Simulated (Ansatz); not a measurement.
# Y2BrO2F: complex band structure

Aim: relax a made-up compound, Y2BrO2F, and see how good a tunnel barrier it would be. It is built by putting F for part of the Br in the YBrO structure of space group P4/nmm, with the volume rescaled by atomic radii. The parent structure comes from the Materials Project.

Program: Ansatz 0.2.0. Level of theory: LDA DFT, plane waves, PAW files, in the first sound run; inputs show where later runs differ. Results are calculated unless marked as measured.

The structure was built from a prototype and need not be the compound's stable phase.

### 1. The structure

It takes space group P4mm (No. 99, tetragonal). Conventional cell: a = 3.684 Å, b = 3.684 Å, c = 8.291 Å, α = 90.00°, β = 90.00°, γ = 90.00°. Nearest to Y lie 4 O at 2.13 Å and 4 F at 3.05 Å and 8 Y at 3.38 to 3.68 Å and 1 Br at 3.74 Å. Nearest to Y lie 4 O at 2.13 Å and 4 Br at 3.05 Å. Br has 5 Y at 3.05 to 3.74 Å nearest. Nearest to F lie 4 Y at 3.05 Å. O has 4 Y at 2.13 Å nearest. It derives from YBrO. F for part of the Br in the YBrO structure of space group P4/nmm. Farther neighbours and most contacts between anions are not listed.

Coordinates:

```
Y Br F O
1.0
     3.68414    0.00000    0.00000
     0.00000    3.68414    0.00000
     0.00000    0.00000    8.29051
Y Br F O
2 1 1 2
Cartesian
  0.0000 1.8421 1.0793
  1.8421 0.0000 7.2112
  0.0000 1.8421 5.6274
  1.8421 0.0000 2.6631
  0.0000 0.0000 0.0000
  1.8421 1.8421 0.0000
```

### 2. Cell and atoms at rest

The substituted atoms don't fit the parent's cell, so cell and atoms relax together. A small smearing keeps the run stable in case the gap closes on the way.

input.yaml reads:

```yaml
crystal:
  lattice:
    - [3.6841436378, 0.0, 0.0]
    - [0.0, 3.6841436378, 0.0]
    - [0.0, 0.0, 8.2905060222]
  atoms:
    - { symbol: "Y", position: [0.0, 0.5, 0.13018625] }
    - { symbol: "Y", position: [0.5, 0.0, 0.86981375] }
    - { symbol: Br, position: [0.0, 0.5, 0.67877723] }
    - { symbol: F, position: [0.5, 0.0, 0.32122277] }
    - { symbol: O, position: [0.0, 0.0, 0.0] }
    - { symbol: O, position: [0.5, 0.5, 0.0] }
kpoints:
  mp_grid: { grid: [6, 6, 4] }
scf:
  occupations: { method: gaussian, width: 0.03 }
hamiltonian:
  xc: lda
output:
  forces: true
  stress: true
relax:
  f_tol: 0.02
  max_steps: 60
  cell: {}
```

Launch:

```
$ ansatz run input.yaml --threads 2 --pin off --max-ram 4096MiB --backend cpu --events-out ev --progress --plain --runs-dir out
```

Numbers of over 12 decimals in the logs are rounded to 6 here.

Log:

```text
Engine: ansatz 0.2.0, aarch64-unknown-linux-gnu
Pseudopotentials: kind: paw
Pseudopotential: Y, paw, valence charge 11, recommended cutoff 420 eV (normal), Y.paw.azcp
Pseudopotential: Br, paw, valence charge 7, recommended cutoff 420 eV (normal), Br.paw.azcp
Pseudopotential: F, paw, valence charge 7, recommended cutoff 420 eV (normal), F.paw.azcp
Pseudopotential: O, paw, valence charge 6, recommended cutoff 420 eV (normal), O.paw.azcp
Functional definition: SPW92
  exchange = slater_x
  correlation = pw_c
Crystal: 6 atoms, lattice volume = 112.526 Å³
Basis set: ecut = 420 eV, 2219 PW (Γ)
Bands: 30, of which v1, the nominal top of the filled ones, is band 24 counted from 1 (23 counted from 0)
Symmetry: 8 space group operations
Space group: P4mm (ITA 99), of the structure as read, at distance tolerance 4.8e-5 Å
k-points: 30 of 144 (time reversal used)
Non-local potential: Y, projectors of the file, l = 0: 3, l = 1: 2, l = 2: 2, l = 3: 1
Non-local potential: Br, projectors of the file, l = 0: 2, l = 1: 2, l = 2: 2
Non-local potential: F, projectors of the file, l = 0: 2, l = 1: 2, l = 2: 1
Non-local potential: O, projectors of the file, l = 0: 2, l = 1: 2, l = 2: 1
PAW form: soft (Blöchl's): semilocal exchange-correlation on the pseudo side does not see the compensation charge
PAW frozen core: Y, regenerated for the run's functional, and the local potential with it (the file was generated under x = pbe(κ = 0.804, μ = 0.219515), c = pbe(β = 0.066725))
PAW frozen core: Br, regenerated for the run's functional, and the local potential with it (the file was generated under x = pbe(κ = 0.804, μ = 0.219515), c = pbe(β = 0.066725))
PAW frozen core: F, regenerated for the run's functional, and the local potential with it (the file was generated under x = pbe(κ = 0.804, μ = 0.219515), c = pbe(β = 0.066725))
PAW frozen core: O, regenerated for the run's functional, and the local potential with it (the file was generated under x = pbe(κ = 0.804, μ = 0.219515), c = pbe(β = 0.066725))
PAW one-centre angular grid: Y, 590 points (default); XC on 64 Gauss nodes
PAW one-centre angular grid: Br, 110 points (default); XC on 64 Gauss nodes
PAW one-centre angular grid: F, 110 points (default); XC on 64 Gauss nodes
PAW one-centre angular grid: O, 110 points (default); XC on 64 Gauss nodes
Initial density: superposition of atomic densities (neutral atoms: chi_scale 0, normalization atom), corrected by the library's trained network
Initial wavefunctions: pseudopotential atomic-orbital guess
Functional: x = slater, c = lda
SCF iter   1: F=—  HF=-12100.363277 eV  |F-HF|=—  |Δ(HF+E_count)|=         —  Δρ=1.13e-2  dr2=1.29e-1  ethr=1.77e-3  ⟨swp⟩=6.8  Hψ=4185  notcnv=0
preconditioner: auto → Resta (q_TF=auto, 2.367 Å⁻¹)  ε∞=3.3  [insulator: Δε(μ)=4.449 eV  Ē_g=15.342 eV  σ=0.030 eV  W_gap=1.00  n_scr=26 (ndim 8)  ℏωp=23.2 eV  f_vac=0.150  D(μ)=0.00/eV (n_scr^D=0)  ε∞_Penn≈3.3]
SCF iter   2: F=—  HF=-12100.336007 eV  |F-HF|=—  |Δ(HF+E_count)|=   2.73e-2  Δρ=4.50e-3  dr2=1.29e-2  ethr=2.68e-4  ⟨swp⟩=2.0  Hψ=1703  notcnv=0  defer=39
SCF iter   3: F=—  HF=-12100.333115 eV  |F-HF|=—  |Δ(HF+E_count)|=   2.89e-3  Δρ=1.98e-3  dr2=3.76e-3  ethr=2.70e-5  ⟨swp⟩=2.0  Hψ=1418  notcnv=0  defer=42
SCF iter   4: F=—  HF=-12100.332182 eV  |F-HF|=—  |Δ(HF+E_count)|=   9.32e-4  Δρ=8.30e-4  dr2=7.12e-4  ethr=7.84e-6  ⟨swp⟩=2.1  Hψ=1311  notcnv=0  defer=42
SCF iter   5: F=—  HF=-12100.332013 eV  |F-HF|=—  |Δ(HF+E_count)|=   1.69e-4  Δρ=2.28e-4  dr2=7.32e-5  ethr=1.48e-6  ⟨swp⟩=2.0  Hψ=1313  notcnv=0  defer=42
SCF iter   6: F=—  HF=-12100.332003 eV  |F-HF|=—  |Δ(HF+E_count)|=   9.67e-6  Δρ=9.53e-5  dr2=9.16e-6  ethr=1.53e-7  ⟨swp⟩=2.0  Hψ=1306  notcnv=0  defer=42
SCF iter   7: F=—  HF=-12100.332002 eV  |F-HF|=—  |Δ(HF+E_count)|=   1.11e-6  Δρ=1.74e-5  dr2=4.53e-7  ethr=1.91e-8  ⟨swp⟩=2.1  Hψ=1313  notcnv=0  defer=42
SCF iter   8: F=-12100.332002 eV  HF=-12100.332002 eV  |F-HF|=5.74e-9  |Δ(HF+E_count)|=   3.98e-8  Δρ=3.66e-6  dr2=2.31e-8  ethr=2.08e-10  ⟨swp⟩=5.0  Hψ=3478  notcnv=0
SCF 1 converged in 8 iterations: F = -12100.332002 eV  dr2 = 2.31e-8
  greatest PAW one-centre occupation: 0.993 electrons in one spin orbital (limit 2), on the Y atom at site 1 (counted from 0), in its partial waves of l = 0
relax step   1: F+E_penalty+E_count = -12100.33200216 eV  Δ(F+E_penalty+E_count) = +0.000e0 eV  max|allowed force component| = 2.798e0 eV/Å  Δτ_max = 0.0000 Å  P = +2.575 GPa  Ω = 112.526 Å³  (8 SCF iters, dr2 threshold 1.00e-7 eV, accepted)
Crystal: 6 atoms, lattice volume = 110.893 Å³
Basis set: ecut = 420 eV, 2171 PW (Γ)
Initial density: handed on by an earlier stage of this run
Initial wavefunctions: those handed on with the density
iter 1 solved again at ethr=1.17e-3 eV; its pass at ethr=3.10e-3 eV (dr2=5.64e-1 eV) is discarded
SCF iter   1: F=—  HF=-12101.169641 eV  |F-HF|=—  |Δ(HF+E_count)|=         —  Δρ=2.67e-2  dr2=5.60e-1  ethr=1.17e-3  ⟨swp⟩=1.0  Hψ=4981  notcnv=0
preconditioner: auto → Resta (q_TF=auto, 2.373 Å⁻¹)  ε∞=3.4  [insulator: Δε(μ)=3.937 eV  Ē_g=15.233 eV  σ=0.030 eV  W_gap=1.00  n_scr=26 (ndim 8)  ℏωp=23.4 eV  f_vac=0.119  D(μ)=0.00/eV (n_scr^D=0)  ε∞_Penn≈3.4]
SCF iter   2: F=—  HF=-12101.002114 eV  |F-HF|=—  |Δ(HF+E_count)|=   1.68e-1  Δρ=1.11e-2  dr2=7.87e-2  ethr=1.17e-3  ⟨swp⟩=2.0  Hψ=1560  notcnv=0
SCF iter   3: F=—  HF=-12100.978080 eV  |F-HF|=—  |Δ(HF+E_count)|=   2.40e-2  Δρ=4.59e-3  dr2=1.61e-2  ethr=1.64e-4  ⟨swp⟩=2.1  Hψ=1756  notcnv=0  defer=40
SCF iter   4: F=—  HF=-12100.974519 eV  |F-HF|=—  |Δ(HF+E_count)|=   3.56e-3  Δρ=1.28e-3  dr2=1.16e-3  ethr=3.35e-5  ⟨swp⟩=2.0  Hψ=1484  notcnv=0  defer=41
SCF iter   5: F=—  HF=-12100.974571 eV  |F-HF|=—  |Δ(HF+E_count)|=   5.24e-5  Δρ=3.13e-4  dr2=1.24e-4  ethr=2.41e-6  ⟨swp⟩=2.0  Hψ=1295  notcnv=0  defer=41
SCF iter   6: F=—  HF=-12100.974573 eV  |F-HF|=—  |Δ(HF+E_count)|=   1.42e-6  Δρ=2.81e-4  dr2=6.78e-5  ethr=2.58e-7  ⟨swp⟩=2.0  Hψ=1351  notcnv=0  defer=41
SCF iter   7: F=—  HF=-12100.974561 eV  |F-HF|=—  |Δ(HF+E_count)|=   1.14e-5  Δρ=5.00e-5  dr2=3.95e-6  ethr=1.41e-7  ⟨swp⟩=2.0  Hψ=1272  notcnv=0  defer=41
SCF iter   8: F=-12100.974562 eV  HF=-12100.974562 eV  |F-HF|=3.13e-8  |Δ(HF+E_count)|=   1.95e-7  Δρ=1.33e-5  dr2=2.82e-7  ethr=1.25e-9  ⟨swp⟩=5.0  Hψ=3426  notcnv=0
SCF 2 converged in 8 iterations: F = -12100.974562 eV  dr2 = 2.82e-7
relax step   2: F+E_penalty+E_count = -12100.97456157 eV  Δ(F+E_penalty+E_count) = -6.426e-1 eV  max|allowed force component| = 8.740e-1 eV/Å  Δτ_max = 0.1962 Å  P = -2.300 GPa  Ω = 110.893 Å³  energy of the carried Pulay correction = +4.571e-3 eV  (8 SCF iters, dr2 threshold 6.00e-7 eV, accepted)
[...]
SCF iter   7: F=—  HF=-12101.227963 eV  |F-HF|=—  |Δ(HF+E_count)|=   2.98e-7  Δρ=2.89e-5  dr2=1.35e-6  ethr=4.15e-8  ⟨swp⟩=2.0  Hψ=1227  notcnv=0  defer=36
SCF iter   8: F=-12101.227963 eV  HF=-12101.227963 eV  |F-HF|=1.01e-8  |Δ(HF+E_count)|=   3.53e-7  Δρ=5.22e-6  dr2=4.79e-8  ethr=1.25e-9  ⟨swp⟩=5.0  Hψ=3303  notcnv=0
SCF 3 converged in 8 iterations: F = -12101.227963 eV  dr2 = 4.79e-8
relax step   3: F+E_penalty+E_count = -12101.22796304 eV  Δ(F+E_penalty+E_count) = -2.534e-1 eV  max|allowed force component| = 6.660e-1 eV/Å  Δτ_max = 0.1933 Å  P = -2.208 GPa  Ω = 106.584 Å³  energy of the carried Pulay correction = +1.696e-2 eV  (8 SCF iters, dr2 threshold 6.00e-7 eV, accepted)
[... from here on, the SCF cycles and remarks between the steps are left out ...]
relax step   4: F+E_penalty+E_count = -12101.37655206 eV  Δ(F+E_penalty+E_count) = -1.486e-1 eV  max|allowed force component| = 4.952e-1 eV/Å  Δτ_max = 0.1275 Å  P = -0.123 GPa  Ω = 100.597 Å³  energy of the carried Pulay correction = +3.500e-2 eV  (8 SCF iters, dr2 threshold 6.00e-7 eV, accepted)
relax step   5: F+E_penalty+E_count = -12101.51046983 eV  Δ(F+E_penalty+E_count) = -1.339e-1 eV  max|allowed force component| = 5.583e-1 eV/Å  Δτ_max = 0.1453 Å  P = +2.118 GPa  Ω = 95.221 Å³  energy of the carried Pulay correction = +5.209e-2 eV  (7 SCF iters, dr2 threshold 6.00e-7 eV, accepted)
relax step   6: F+E_penalty+E_count = -12101.53142391 eV  Δ(F+E_penalty+E_count) = -2.095e-2 eV  max|allowed force component| = 6.336e-1 eV/Å  Δτ_max = 0.1945 Å  P = +2.412 GPa  Ω = 92.636 Å³  energy of the carried Pulay correction = +6.063e-2 eV  (7 SCF iters, dr2 threshold 6.00e-7 eV, accepted)
relax step   7: F+E_penalty+E_count = -12101.54368198 eV  Δ(F+E_penalty+E_count) = -1.226e-2 eV  max|allowed force component| = 4.819e-1 eV/Å  Δτ_max = 0.0196 Å  P = +1.394 GPa  Ω = 93.461 Å³  energy of the carried Pulay correction = +5.788e-2 eV  (5 SCF iters, dr2 threshold 6.00e-7 eV, accepted)
relax step   8: F+E_penalty+E_count = -12101.54429830 eV  Δ(F+E_penalty+E_count) = -6.163e-4 eV  max|allowed force component| = 2.741e-1 eV/Å  Δτ_max = 0.0479 Å  P = -0.796 GPa  Ω = 95.735 Å³  energy of the carried Pulay correction = +5.042e-2 eV  (6 SCF iters, dr2 threshold 6.00e-7 eV, accepted)
relax step   9: F+E_penalty+E_count = -12101.56106772 eV  Δ(F+E_penalty+E_count) = -1.677e-2 eV  max|allowed force component| = 2.659e-1 eV/Å  Δτ_max = 0.0383 Å  P = +0.028 GPa  Ω = 94.306 Å³  energy of the carried Pulay correction = +5.509e-2 eV  (7 SCF iters, dr2 threshold 6.00e-7 eV, accepted)
relax step  10: F+E_penalty+E_count = -12101.56219105 eV  Δ(F+E_penalty+E_count) = -1.123e-3 eV  max|allowed force component| = 1.133e-2 eV/Å  Δτ_max = 0.0243 Å  P = +0.006 GPa  Ω = 94.813 Å³  energy of the carried Pulay correction = +5.342e-2 eV  (5 SCF iters, dr2 threshold 6.00e-7 eV, accepted)
relax step  11: F+E_penalty+E_count = -12101.54848391 eV  Δ(F+E_penalty+E_count) = +1.371e-2 eV  max|allowed force component| = 1.095e-2 eV/Å  Δτ_max = 0.0000 Å  P = -0.274 GPa  Ω = 94.813 Å³  stress off target by 4.70e-1 GPa  SCF on the basis re-selected at this cell (its energy is not comparable with the rows above)  (7 SCF iters)
relax step  12: F+E_penalty+E_count = -12101.55061912 eV  Δ(F+E_penalty+E_count) = -2.135e-3 eV  max|allowed force component| = 3.138e-2 eV/Å  Δτ_max = 0.0129 Å  P = +0.063 GPa  Ω = 94.355 Å³  energy of the carried Pulay correction = +1.502e-3 eV  (6 SCF iters, dr2 threshold 5.52e-7 eV, accepted)
relax step  13: F+E_penalty+E_count = -12101.55049897 eV  Δ(F+E_penalty+E_count) = +1.202e-4 eV  max|allowed force component| = 3.635e-3 eV/Å  Δτ_max = 0.0020 Å  P = +0.003 GPa  Ω = 94.402 Å³  energy of the carried Pulay correction = +1.350e-3 eV  (5 SCF iters, dr2 threshold 6.15e-8 eV, accepted)
iter 1 solved again at ethr=5.32e-8 eV; its pass at ethr=3.10e-3 eV (dr2=2.55e-5 eV) is discarded
SCF iter   1: F=—  HF=-12101.549312 eV  |F-HF|=—  |Δ(HF+E_count)|=         —  Δρ=4.17e-5  dr2=2.16e-7  ethr=5.32e-8  ⟨swp⟩=4.2  Hψ=7195  notcnv=0
preconditioner: auto → Resta (q_TF=auto, 2.437 Å⁻¹)  ε∞=3.6  [insulator: Δε(μ)=4.828 eV  Ē_g=15.673 eV  σ=0.030 eV  W_gap=1.00  n_scr=20 (ndim 8)  ℏωp=25.4 eV  f_vac=0.005  D(μ)=0.00/eV (n_scr^D=0)  ε∞_Penn≈3.6]
SCF iter   2: F=—  HF=-12101.549316 eV  |F-HF|=—  |Δ(HF+E_count)|=   4.47e-6  Δρ=2.02e-5  dr2=7.08e-8  ethr=4.51e-10  ⟨swp⟩=2.0  Hψ=1481  notcnv=0
SCF iter   3: F=—  HF=-12101.549316 eV  |F-HF|=—  |Δ(HF+E_count)|=   2.32e-8  Δρ=7.53e-6  dr2=1.47e-8  ethr=1.47e-10  ⟨swp⟩=2.0  Hψ=1253  notcnv=0
SCF iter   4: F=—  HF=-12101.549316 eV  |F-HF|=—  |Δ(HF+E_count)|=  7.91e-10  Δρ=3.62e-7  dr2=1.35e-10  ethr=3.07e-11  ⟨swp⟩=2.0  Hψ=1442  notcnv=0
SCF iter   5: F=-12101.549316 eV  HF=-12101.549316 eV  |F-HF|=1.09e-11  |Δ(HF+E_count)|=  2.00e-11  Δρ=1.56e-7  dr2=1.98e-11  ethr=1.00e-12  ⟨swp⟩=5.0  Hψ=3401  notcnv=0
SCF 14 converged in 5 iterations: F = -12101.549316 eV  dr2 = 1.98e-11
relax step  14: F+E_penalty+E_count = -12101.54931612 eV  Δ(F+E_penalty+E_count) = +1.183e-3 eV  max|allowed force component| = 3.578e-3 eV/Å  Δτ_max = 0.0000 Å  P = -0.016 GPa  Ω = 94.402 Å³  stress off target by 3.73e-2 GPa  SCF on the basis re-selected at this cell (its energy is not comparable with the rows above)  (5 SCF iters)
basis re-selected at this cell: Δ(F+E_penalty+E_count) = +1.183e-3 eV, ΔP = -0.018 GPa vs the last step (what re-selecting the basis moved, of the pressure what is left beyond the Pulay correction that the steps carried, after the strain that the cell walked since its last selection, with what the two solves' SCF thresholds leave and, on support functions, any second-order correction that the steps lacked; it is no m [...]
SCF converged after 5 iterations
Free energy (F): -12101.549316 eV
Harris-Foulkes:  -12101.549316 eV  (|F-HF|=1.09e-11)
Internal energy: -12101.549316 eV  (E = F + TS)
E sigma→0 (E₀):  -12101.549316 eV
Fermi energy:    9.843880 eV
--- Per-component energies (eV) ---
  E_band       = -211.917267
  E_kinetic    = 1307.886384
  E_local      = -3139.994269  (includes V_loc(G=0)·N_el)
  E_nonlocal   = 355.327693
  E_hartree    = 1164.306160
  E_xc         = -833.827852
  E_vxc        = -797.417137  (∫ρ·V_xc dr)
  E_paw        = -8091.580421  (= ΣΔE_a)
  E_vpaw       = -266.339439  (= ΣTr[D̂ρ^β])
  E_aug_tail   = 0.007061  (compensation charges beyond the density's cutoff)
  E_ewald      = -2864.846849
  E_core_change = 1.172778  (= ΣΔE_core)
  E_smearing   = -0.000000  (= −TS)
  E_closure    = 0.000000  (closes the sum)
  Σ components = -12101.549316   (vs F -12101.549316, Δ=0.00e0)
--- Forces (eV/Å), atoms counted from 1 ---
  atom   1  Y     -0.00000000     0.00000000    -0.00214240
  atom   2  Y      0.00000000     0.00000000    -0.00269721
  atom   3  Br     0.00000000     0.00000000    -0.00256281
  atom   4  F      0.00000000     0.00000000     0.00024546
  atom   5  O     -0.00000000     0.00000000     0.00357752
  atom   6  O     -0.00000000     0.00000000     0.00357752
  max |Σ_I F_I| component: 1.93e-6 eV/Å
--- Stress (GPa, compression-positive) ---
       -0.005029       0.000000      -0.000000
        0.000000      -0.005029      -0.000000
       -0.000000      -0.000000      -0.037349
  P = ⅓ Tr σ = -0.0158 GPa (-0.158 kbar)
--- Relaxed structure (12 steps of the walk, 12 accepted, 2 SCFs on fresh bases) ---
  F+E_penalty+E_count = -12101.54931612 eV   max|allowed force component| = 3.578e-3 eV/Å   (the final SCF, on the basis selected at the relaxed cell)
  cell:  # Å, volume = 94.4019 Å³
    - [3.721317, 0, 0]
    - [0, 3.721317, 0.0]
    - [0, 0.0, 6.816909]
  atoms:
    - { symbol: Y, position: [0, 0.500000, 0.187082] }
    - { symbol: Y, position: [0.500000, 0, 0.855884] }
    - { symbol: Br, position: [0, 0.500000, 0.614827] }
    - { symbol: F, position: [0.500000, 0, 0.314655] }
    - { symbol: O, position: [0, 0, 0.013776] }
    - { symbol: O, position: [0.500000, 0.500000, 0.013776] }
```

The job ended after 1.8 min (2 threads of Arm Neoverse N1, shared host; peak memory 0.46 GiB).

Step by step:

| step | energy less that of the first step (eV) | largest force component (eV/Å) | pressure (GPa) | volume (Å³) |
| --- | --- | --- | --- | --- |
| 1 | 0.0000 | 2.7980 | 2.58 | 112.53 |
| 2 | -0.6426 | 0.8740 | -2.30 | 110.89 |
| 3 | -0.8960 | 0.6660 | -2.21 | 106.58 |
| 4 | -1.0446 | 0.4952 | -0.12 | 100.60 |
| 5 | -1.1785 | 0.5583 | 2.12 | 95.22 |
| 6 | -1.1994 | 0.6336 | 2.41 | 92.64 |
| 7 | -1.2117 | 0.4819 | 1.39 | 93.46 |
| 8 | -1.2123 | 0.2741 | -0.80 | 95.73 |
| 9 | -1.2291 | 0.2659 | 0.03 | 94.31 |
| 10 | -1.2302 | 0.0113 | 0.01 | 94.81 |
| 11* | -1.2165 | 0.0110 | -0.27 | 94.81 |
| 12 | -1.2186 | 0.0314 | 0.06 | 94.36 |
| 13 | -1.2185 | 0.0036 | 0.00 | 94.40 |
| 14* | -1.2173 | 0.0036 | -0.02 | 94.40 |

Relaxation steps marked * repeat the geometry before them on a plane-wave basis chosen anew for their cell, so energy and pressure can jump there.

The run keeps the 8 symmetry operations that it works with, so distortions that break them were not tested.

```csv
cell as run,before,after,change
a (Å),3.684,3.721,+1.0 %
b (Å),3.684,3.721,+1.0 %
c (Å),8.291,6.817,-17.8 %
volume (Å³/atom),18.75,15.73,-16.1 %
```

The atoms that moved most (Å, as changes of fractional coordinates times the final cell):

```
atom     dx     dy      dz  length
 Br3  0.000  0.000  -0.436   0.436
  Y1  0.000  0.000   0.388   0.388
  Y2  0.000  0.000  -0.095   0.095
  O5  0.000  0.000   0.094   0.094
  O6  0.000  0.000   0.094   0.094
  F4  0.000  0.000  -0.045   0.045
```

Final coordinates:

```xyz
6
Lattice="3.7213 0.0000 0.0000 0.0000 3.7213 0.0000 0.0000 0.0000 6.8169" Properties=species:S:1:pos:R:3 pbc="T T T"
Y     0.0000    1.8607    1.2753
Y     1.8607    0.0000    5.8345
Br    0.0000    1.8607    4.1912
F     1.8607    0.0000    2.1450
O     0.0000    0.0000    0.0939
O     1.8607    1.8607    0.0939
```

Numbers from this step:

```yaml
free_energy: -12101.5493 eV
fermi_energy: 9.844 eV
pressure: -0.01580 GPa
```

The largest force component on a free atom ends at 0.0036 eV/Å.

### 3. Band edges

The energy window and the wavevectors of the next steps follow from the band edges, so these are searched first, off the mesh as well.

input.yaml reads:

```yaml
crystal:
  lattice:
    - [3.7213173088, 0.0, 0.0]
    - [0.0, 3.7213173088, 0.0]
    - [0.0, 0.0, 6.8169090011]
  atoms:
    - { symbol: "Y", position: [0.0, 0.5, 0.1870816816] }
    - { symbol: "Y", position: [0.5, 0.0, 0.8558841749] }
    - { symbol: Br, position: [0.0, 0.5, 0.6148266926] }
    - { symbol: F, position: [0.5, 0.0, 0.3146551669] }
    - { symbol: O, position: [0.0, 0.0, 0.013776142] }
    - { symbol: O, position: [0.5, 0.5, 0.013776142] }
kpoints:
  mp_grid: { grid: [6, 6, 4] }
  band_path: { path: [VBM, CBM], npoints: 30 }
scf:
  occupations: { method: fixed }
hamiltonian:
  xc: lda
output:
  eigenvalues: true
  write_potential: true
  write_density: true
  volumetric_format: npy
```

Log:

```text
[...]
Crystal: 6 atoms, lattice volume = 94.402 Å³
Basis set: ecut = 420 eV, 1815 PW (Γ)
Bands: 30, of which v1, the nominal top of the filled ones, is band 24 counted from 1 (23 counted from 0)
Symmetry: 8 space group operations
[...]
k-points: 30 of 144 (time reversal used)
[...]
SCF iter   1: F=—  HF=-12101.591895 eV  |F-HF|=—  |Δ(HF+E_count)|=         —  Δρ=1.48e-2  dr2=1.71e-1  ethr=1.77e-3  ⟨swp⟩=5.2  Hψ=3580  notcnv=0  defer=98
[...]
SCF iter   8: F=-12101.549316 eV  HF=-12101.549316 eV  |F-HF|=1.42e-9  |Δ(HF+E_count)|=   3.00e-8  Δρ=2.29e-6  dr2=4.69e-9  ethr=2.08e-10  ⟨swp⟩=9.4  Hψ=3111  notcnv=0
SCF 1 converged in 8 iterations: F = -12101.549316 eV  dr2 = 4.69e-9
[...]
NSCF: frozen V_eff on 40 k-points
[...]
SCF converged after 8 iterations
Free energy (F): -12101.549316 eV
[...]
Internal energy: -12101.549316 eV  (E = F + TS)
E sigma→0 (E₀):  -12101.549316 eV
Fermi energy:    7.429680 eV
[...]
--- Band table (eV; the first three rows and the last of 30) ---
  k-point 0: bands = [... 20 lower, 6.3534, 6.8338, 7.4297, 7.4297, 12.2579, 12.8133, 13.0459, 13.2427, ... 2 higher]
  k-point 1: bands = [... 20 lower, 6.3978, 6.5831, 7.4193, 7.4193, 12.3083, 13.0272, 13.2576, 13.4823, ... 2 higher]
  k-point 2: bands = [... 20 lower, 6.4417, 6.4417, 7.4082, 7.4082, 12.3976, 13.2729, 13.3425, 13.7710, ... 2 higher]
  k-point 29: bands = [... 20 lower, 6.6209, 6.6209, 6.8088, 7.1276, 12.8350, 13.3735, 13.3735, 13.8222, ... 2 higher]
```

It took 36 s on 2 threads; peak memory 0.38 GiB.

This step gave:

| Item | Value |
| --- | --- |
| Fermi energy | 7.430 eV |
| gap on the k-mesh | 4.828 eV |
| gap on path | 4.828 eV, by band count; negative where bands overlap |
| direct gap on path | 4.828 eV |
| edge places on path | 0, 0 1/A along the path |

Levels at VBM (eV): -3.71, -2.87, -2.87, -2.54, -2.53, -2.12, -2.12, -1.08, -1.08, -0.60, 0.00, 0.00, 4.83, 5.38, 5.62, 5.81, 6.56, 7.37.

The searched edges give 4.83 eV, as on the mesh.

(Continued in part 2 of 2.)

[Logs are printed without paths, hosts, clocks, repeated set-up lines and the standing remarks that a program may print on its own settings, such as how far it seeks lower states.]

[Hosts, paths, dates, database ids (printed as entryN), source tags and the programs' standing remarks are cut or masked in the printed files.]
